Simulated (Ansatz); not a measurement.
**Work function of W(110): what the settings cost and change**

Aim: the numerical settings behind the work function of W(110), with the cost of each.

Method: plane-wave DFT, PBE, Ansatz PAW, in Ansatz 0.2.0.

Experimental background.

“Anisotropic work function of elemental crystals” (2019, arxiv:1902.07811) quotes from earlier work for W (clean (110) face, a compiled value): work function (clean (110) face, a compiled value) 5.25 eV.

Most raw output is cut from this account.

## 1. The structure

The cell holds 7 atoms: 7 W. Cell: a = 2.737 Å, b = 2.737 Å, c = 31.407 Å, α = 90.0°, β = 90.0°, γ = 70.5°. Vacuum lies along c.

Structure file:

```cif
data_structure
_symmetry_space_group_name_H-M 'P 1'
_symmetry_Int_Tables_number 1
_cell_length_a 2.7366
_cell_length_b 2.7366
_cell_length_c 31.4067
_cell_angle_alpha 90.000
_cell_angle_beta 90.000
_cell_angle_gamma 70.529
_cell_volume 221.76
loop_
_atom_site_label
_atom_site_type_symbol
_atom_site_fract_x
_atom_site_fract_y
_atom_site_fract_z
_atom_site_occupancy
W1 W 0.00000 0.00000 0.28656 1
W2 W 0.50000 0.50000 0.35771 1
W3 W 0.00000 0.00000 0.42885 1
W4 W 0.50000 0.50000 0.50000 1
W5 W 0.00000 0.00000 0.57115 1
W6 W 0.50000 0.50000 0.64229 1
W7 W 0.00000 0.00000 0.71344 1
```

## 2. Slab, setting cutoff 200 eV

A work function rests on the faint tail of the density, so the SCF threshold is tight. The cutoff is raised first; then mesh and smearing are varied at the default cutoff.

The input, input.yaml:

```yaml
crystal:
  lattice:
    - [2.2344574285, -1.58, 0.0]
    - [2.2344574285, 1.58, 0.0]
    - [0.0, 0.0, 31.4067445713]
  atoms:
    - { symbol: W, position: [0.0, 0.0, 0.2865626515] }
    - { symbol: W, position: [0.5, 0.5, 0.3577084343] }
    - { symbol: W, position: [0.0, 0.0, 0.4288542172] }
    - { symbol: W, position: [0.5, 0.5, 0.5] }
    - { symbol: W, position: [0.0, 0.0, 0.5711457828] }
    - { symbol: W, position: [0.5, 0.5, 0.6422915657] }
    - { symbol: W, position: [0.0, 0.0, 0.7134373485] }
kpoints:
  mp_grid: { grid: [16, 16, 1] }
hamiltonian:
  xc: pbe
scf:
  occupations: { method: fermi_dirac, width: 0.1 }
  convergence: { dr2_threshold: 1.0e-09 }
efield:
  axis: 3
  dipole_correction: true
  ramp_position: 0.97
  ramp_width: 0.06
basis:
  ecutwfc: "200 eV"
output:
  write_potential: true
  write_density: true
  volumetric_format: npy
  elf: true
```

The run is started by

```
$ ansatz run input.yaml --threads 2 --pin off --max-ram 3072MiB --backend cpu --events-out ev --progress --plain --runs-dir out
```

Run time: 62 s. Hardware: 2 threads of Arm Neoverse N1, shared host; peak memory 0.61 GiB.

This step gave:

| Quantity | Value |
| --- | --- |
| energy at zero smearing | -72663.9625 eV |
| work function, upper face | 5.048 eV |

Running mean over 2.234 Å of the planar mean; the ramp of the sawtooth is left out. Electron's electrostatic potential energy less the Fermi level against z:

```tsv
z (Å)	electron's electrostatic potential energy less the Fermi level (eV)
4	5.00
5	4.96
6	4.79
7	3.25
8	-5.82
9	-12.3
10	-12.7
11	-12.9
12	-12.9
13	-12.9
14	-12.9
15	-12.9
16	-12.9
17	-12.9
18	-12.9
19	-12.9
20	-12.9
21	-12.8
22	-12.6
23	-9.91
24	0.697
25	4.52
26	4.92
27	4.99
28	5.02
```

Valence density in the ca plane at fractional y = 0.000, with atoms of W within 0.2 Å of it. It is the smooth field of the valence electrons, not physical close to the nuclei.

Values in e/Å³, 5 rows by 16 columns, each cell a mean:
```
0.3 1.9 4.0 0.6 0.3 0.5 3.8 2.1 0.3 0.3 1.9 4.0 0.3 0.0 0.0 0.0
0.3 0.5 1.1 0.3 0.3 0.3 1.0 0.6 0.3 0.3 0.5 1.1 0.1 0.0 0.0 0.0
0.3 0.3 0.4 0.3 0.4 0.3 0.4 0.3 0.3 0.3 0.3 0.4 0.1 0.0 0.0 0.0
0.3 0.9 2.0 0.4 0.3 0.4 1.9 1.0 0.3 0.3 0.9 2.0 0.2 0.0 0.0 0.0
0.3 2.2 4.3 0.6 0.3 0.6 4.1 2.5 0.3 0.3 2.3 4.3 0.4 0.0 0.0 0.0
```
Columns run along c (16.0 Å, from fractional 0.36 to 0.87 of the cell), rows up along a (2.7 Å). Atoms in or near the plane, at fractional coordinates: W at (0.43, 0.00), W at (0.57, 0.00), W at (0.71, 0.00).

ELF in the ca plane at fractional y = 0.000, with atoms of W within 0.2 Å of it. It is the smooth field of the valence electrons, not physical close to the nuclei.

Ten even steps from '0' (0.00) to '9' (0.70), each cell a mean:
```
56538759636556636947835655654966941100000000
45635997346545643898436544653699722100000000
56653453466555653354356655664355443210000000
66665555666666666555566665565555665320000000
56654444566555665444456655665444554310000000
45633785356545653586346544663477522110000000
56537989446555635989736555653888931100000000
56549518736556637816835655655933951000000000
```
Columns run along c (16.0 Å, from fractional 0.36 to 0.87 of the cell), rows up along a (2.7 Å). Atoms in or near the plane, at fractional coordinates: W at (0.43, 0.00), W at (0.57, 0.00), W at (0.71, 0.00).

Electrostatic potential energy in the ca plane at fractional y = 0.000, with atoms of W within 0.2 Å of it. With pseudopotentials it is smooth inside the atoms' cores, unlike the true potential.

Ten even steps from '0' (-61 eV) to '9' (14 eV), each cell a mean:
```
99973001589999985100379999986200268999999999
99985324789999986423689999997522579999999999
89998767899888998767899988998766799999999999
89999888999888999888999888999888999999999999
89998878999888999878899988999888899999999999
89987546899989997545789988998644689999999999
99974102689999985201489999987311378999999999
99972000589999984000379999986100168999999999
```
Columns run along c (16.0 Å, from fractional 0.36 to 0.87 of the cell; values clipped at the 3rd and 97th percentile), rows up along a (2.7 Å). Atoms in or near the plane, at fractional coordinates: W at (0.43, 0.00), W at (0.57, 0.00), W at (0.71, 0.00).

The work function is 5.048 eV. The program marks this work function as in doubt.

## 3. Run

Changes to input.yaml since step 2:

```diff
@@ -26,3 +26,3 @@
 basis:
-  ecutwfc: "200 eV"
+  ecutwfc: "300 eV"
 output:
@@ -31,2 +31 @@
   volumetric_format: npy
-  elf: true
```

Elapsed: 1.7 min, on 2 threads; peak memory 0.88 GiB.

The work function is 4.901 eV, -0.147 eV from the run “cutoff 200 eV”, at 1.6 times its CPU time.

## 4. Slab

Changes to input.yaml since step 3:

```diff
@@ -26,3 +26,3 @@
 basis:
-  ecutwfc: "300 eV"
+  ecutwfc: "420 eV"
 output:
```

Elapsed: 2.6 min, on 2 threads; peak memory 1.3 GiB; 5 min of CPU time.

The work function is 4.900 eV, -0.148 eV from the run “cutoff 200 eV”, at 2.4 times its CPU time.

## 5. Slab

Changes to input.yaml since step 4:

```diff
@@ -26,3 +26,3 @@
 basis:
-  ecutwfc: "420 eV"
+  ecutwfc: "600 eV"
 output:
```

It took 4.2 min on 2 threads; peak memory 2 GiB; 8.3 min of CPU time.

The work function is 4.900 eV, +0.000 eV from the run “cutoff 420 eV”, at 1.7 times its CPU time.

## 6. Run

Changes to input.yaml since step 5:

```diff
@@ -14,3 +14,3 @@
 kpoints:
-  mp_grid: { grid: [16, 16, 1] }
+  mp_grid: { grid: [3, 3, 1] }
 hamiltonian:
@@ -25,4 +25,2 @@
   ramp_width: 0.06
-basis:
-  ecutwfc: "600 eV"
 output:
```

It took 7.8 s on 2 threads; peak memory 0.43 GiB; 13 s of CPU time.

The work function is 5.067 eV, +0.167 eV from the run “cutoff 420 eV”, at 0.045 times its CPU time.

## 7. Run

Changes to input.yaml since step 6:

```diff
@@ -14,3 +14,3 @@
 kpoints:
-  mp_grid: { grid: [3, 3, 1] }
+  mp_grid: { grid: [5, 5, 1] }
 hamiltonian:
```

Run time: 19 s. Hardware: 2 threads; peak memory 0.51 GiB.

The work function is 4.677 eV, -0.223 eV from the run “cutoff 420 eV”, at 0.12 times its CPU time.

## 8. Run

Changes to input.yaml since step 7:

```diff
@@ -14,3 +14,3 @@
 kpoints:
-  mp_grid: { grid: [5, 5, 1] }
+  mp_grid: { grid: [11, 11, 1] }
 hamiltonian:
```

Elapsed: 76 s, on 2 threads; peak memory 0.84 GiB; 2.5 min of CPU time.

The work function is 4.919 eV, +0.020 eV from the run “cutoff 420 eV”, at 0.50 times its CPU time.

## 9. Run

Changes to input.yaml since step 8:

```diff
@@ -14,3 +14,3 @@
 kpoints:
-  mp_grid: { grid: [11, 11, 1] }
+  mp_grid: { grid: [24, 24, 1] }
 hamiltonian:
```

It took 5.5 min on 2 threads; peak memory 2.3 GiB; 11 min of CPU time.

The work function is 4.894 eV, -0.006 eV from the run “cutoff 420 eV”, at 2.2 times its CPU time.

## 10. Slab

Changes to input.yaml since step 9:

```diff
@@ -14,3 +14,3 @@
 kpoints:
-  mp_grid: { grid: [24, 24, 1] }
+  mp_grid: { grid: [16, 16, 1] }
 hamiltonian:
@@ -18,3 +18,3 @@
 scf:
-  occupations: { method: fermi_dirac, width: 0.1 }
+  occupations: { method: gaussian, width: 0.05 }
   convergence: { dr2_threshold: 1.0e-09 }
```

Wall time 2 min (2 threads); peak memory 1.1 GiB; 4 min of CPU time.

The work function is 4.905 eV, +0.006 eV from the run “cutoff 420 eV”, at 0.78 times its CPU time.

## 11. Slab

Changes to input.yaml since step 10:

```diff
@@ -18,3 +18,3 @@
 scf:
-  occupations: { method: gaussian, width: 0.05 }
+  occupations: { method: methfessel_paxton, width: 0.2 }
   convergence: { dr2_threshold: 1.0e-09 }
```

Wall time 2.5 min (2 threads); peak memory 1.3 GiB; 5 min of CPU time.

The work function is 4.910 eV, +0.010 eV from the run “cutoff 420 eV”, at 0.99 times its CPU time.

## 12. Run

Changes to input.yaml since step 11:

```diff
@@ -18,3 +18,3 @@
 scf:
-  occupations: { method: methfessel_paxton, width: 0.2 }
+  occupations: { method: fermi_dirac, width: 0.3 }
   convergence: { dr2_threshold: 1.0e-09 }
```

Elapsed: 2.3 min, on 2 threads; peak memory 1.2 GiB; 4.6 min of CPU time.

The work function is 4.903 eV, +0.003 eV from the run “cutoff 420 eV”, at 0.91 times its CPU time.

## 13. Run

Changes to input.yaml since step 12:

```diff
@@ -18,3 +18,3 @@
 scf:
-  occupations: { method: fermi_dirac, width: 0.3 }
+  occupations: { method: cold, width: 0.1 }
   convergence: { dr2_threshold: 1.0e-09 }
```

The job ended after 2 min (2 threads; peak memory 1.1 GiB; 3.9 min of CPU time).

The work function is 4.908 eV, +0.008 eV from the run “cutoff 420 eV”, at 0.78 times its CPU time.

## 14. Side by side

Times are for 2 threads of Arm Neoverse N1, shared host. Results by setting:

```tsv
no.	setting	work function, upper face (eV)	time	memory (GiB)
1	cutoff 200 eV	5.048	62 s	0.61
2	cutoff 300 eV	4.901	1.7 min	0.88
3	cutoff 420 eV	4.900	2.6 min	1.3
4	cutoff 600 eV	4.900	4.2 min	2.0
5	mesh 3x3	5.067	7.8 s	0.43
6	mesh 5x5	4.677	19 s	0.51
7	mesh 11x11	4.919	76 s	0.84
8	mesh 24x24	4.894	5.5 min	2.3
9	Gaussian smearing 0.05 eV	4.905	2 min	1.1
10	methfessel_paxton smearing 0.2 eV	4.910	2.5 min	1.3
11	fermi_dirac smearing 0.3 eV	4.903	2.3 min	1.2
12	cold smearing 0.1 eV	4.908	2 min	1.1
```

## 15. The same run with other settings

An input spoilt on purpose, to show how the run answers: it repeats the earlier run “cutoff 200 eV” with scf.occupations from method: fermi_dirac, width: 0.1 removed, and scf.max_iter set to 100; its output block differs too.

Changes to input.yaml since step 13:

```diff
@@ -18,4 +18,4 @@
 scf:
-  occupations: { method: cold, width: 0.1 }
   convergence: { dr2_threshold: 1.0e-09 }
+  max_iter: 100
 efield:
@@ -25,2 +25,4 @@
   ramp_width: 0.06
+basis:
+  ecutwfc: "200 eV"
 output:
```

Elapsed: 0.02 s, on 2 threads; peak memory 0.06 GiB.

The program refused the input before any cycle.

The program's message: “Error: YAML parse error: `scf.occupations.method` is required: fixed only where the cell keeps a band gap throughout the run, explicit beside scf.occupations.values (under evaluate: without them), els …”

The fault put into the input: no occupation method.

## 16. What came out

| Item | Value |
| --- | --- |
| work function, cutoff 420 eV | 4.900 eV |
| work function, cutoff 600 eV | 4.900 eV |
| work function, mesh 3x3 | 5.067 eV |
| work function, mesh 5x5 | 4.677 eV |

What this shows: The run at the highest cutoff gives 4.90 eV, and the settings tried spread the value from 4.68 to 5.07 eV. Against 600 eV, a cutoff of 200 eV is off by +0.148 eV. Against 600 eV, a cutoff of 420 eV is off by -0.000 eV. Against the finest mesh, 24 points along a, the coarser ones are off by +0.17 (3), -0.22 (5) and +0.03 (11) eV. The smearing schemes and widths spread it over 0.01 eV. The program marks the value as in doubt in “cutoff 200 eV”. The ladder's slabs use the tabulated experimental lattice constant (two decimals; a low-temperature value for the alkali metals). In 1 run of the series (cutoff 200 eV) the program warns that electrons reach the sawtooth's ramp, which makes dipole and work function less sure.

Computed beside measured:

| quantity | measured | cutoff 600 eV |
| --- | --- | --- |
| work function (clean (110) face, a compiled value) (eV) | 5.25 | 4.90 (-0.35 eV) |

Measured values from arxiv:1902.07811 (2019).

**Verdict.** The work function is off by -0.35 eV: fair agreement. The grades are ours: good and fair within 3 and 7 % for the work function. No cell relaxation is part of this session.

[Logs are printed without paths, hosts, clocks, repeated set-up lines and the standing remarks that a program may print on its own settings, such as how far it seeks lower states.]

[Hosts, paths, dates, database ids (printed as entryN), source tags and the programs' standing remarks are cut or masked in the printed files.]

[Maps of the electrostatic potential energy from Ansatz leave out the sawtooth potential of an applied field or a dipole correction, so their vacuum need not be flat; planar profiles and work functions include it.]
